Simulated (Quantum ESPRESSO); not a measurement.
# BN, zinc blende: band edges under a change of volume

How fast do the gaps move when the cell is scaled evenly?

Calculated with Quantum ESPRESSO 7.5, PBEsol, GBRV 1.5 ultrasoft potentials, cutoff 680 eV, Fermi–Dirac smearing 0.02 eV, k-mesh 13×13×13, no spin polarisation, no spin-orbit coupling.

Reference cell, relaxed at zero pressure with PBEsol (F-43m): a = 2.5504 Å, b = 2.5504 Å, c = 2.5504 Å, α = 60.00°, β = 60.00°, γ = 60.00°.

```
atom       x       y       z
   N  0.7500  0.7500  0.7500
   B  0.0000  0.0000  0.0000
```

Levels are read on the k-mesh and along lines from Γ to X = (0.5, 0, 0.5), L = (0.5, 0.5, 0.5), K = (0.375, 0.375, 0.75) and W = (0.5, 0.25, 0.75) in the reciprocal basis of this cell (the letters only name these points), and count from the highest filled level.

| ln(V/V0) | gap (eV) | direct gap at Γ (eV) | lowest empty at X (eV) |
| --- | --- | --- | --- |
| −0.0619 | 4.355 | 9.093 | 4.355 |
| −0.0408 | 4.334 | 8.994 | 4.334 |
| 0.0000 | 4.292 | 8.802 | 4.292 |
| 0.0198 | 4.272 | 8.709 | 4.272 |
| 0.0392 | 4.251 | 8.618 | 4.251 |
| 0.0583 | 4.230 | 8.529 | 4.230 |

**Question.** Fit the lowest empty level at X and give it at ln(V/V0) = −0.0202, a row left out above.

A straight line through the 6 rows: the means are 0.002433 for ln(V/V0) and 4.289 for the level, Σ(Δx)² = 0.01079 and ΣΔxΔy = −0.01119, so the slope is −0.01119/0.01079 = −1.037 and the intercept 4.289 − (−1.037)(0.002433) = 4.2915.

The slope is the volume deformation potential of this gap, −1.04 eV, as a mean over the range. The line gives 4.312 eV. The run itself gives 4.313 eV, so the estimate misses by 0.001 eV, a rounding's worth.

The gap lies below the direct one at Γ in every row. Semilocal functionals give gaps that are too small, and the error differs from valley to valley, so the order of close valleys can be wrong too.

[Logs are printed without paths, hosts, clocks, repeated set-up lines and the standing remarks that a program may print on its own settings, such as how far it seeks lower states.]
